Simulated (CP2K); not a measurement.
The C K edge of 2-cyanofuran was computed by TDDFT (CP2K XAS_TDP, aug-cc-pVDZ, TDA) at these levels: PBEh(45%), PBEh(45%) + GW2X and PBEh(60%). The first three lines of C2 (bonded to C and N) with a strength over 0.0015, energy in eV and strength:

```csv
run,first,second,third
1,282.12 (0.036),282.21 (0.050),285.94 (0.023)
2,286.11 (0.058),286.21 (0.050),290.79 (0.004)
3,288.58 (0.035),288.67 (0.049),292.40 (0.022)
```

**Question.** Which run is which?

Run 1: PBEh(45%) (45 % exact exchange). Run 2: PBEh(60%) (60 % exact exchange). Run 3: PBEh(45%) + GW2X (45 % exact exchange). Self-interaction lifts the core level, so the uncorrected lines rise with the share of exact exchange. The GW2X run keeps the spacings of its parent: 0.09 eV between the first two lines in run 3, 0.09 eV in run 1. Its shift is +6.46 eV, since the Kohn–Sham level at this share of exchange lies that far above the quasiparticle level.

[Banner, clock and machine lines of the logs are left out without a mark of their own.]

[Logs are printed without paths, hosts, clocks, repeated set-up lines and the standing remarks that a program may print on its own settings, such as how far it seeks lower states.]

[Hosts, paths, dates, database ids (printed as entryN), source tags and the programs' standing remarks are cut or masked in the printed files.]
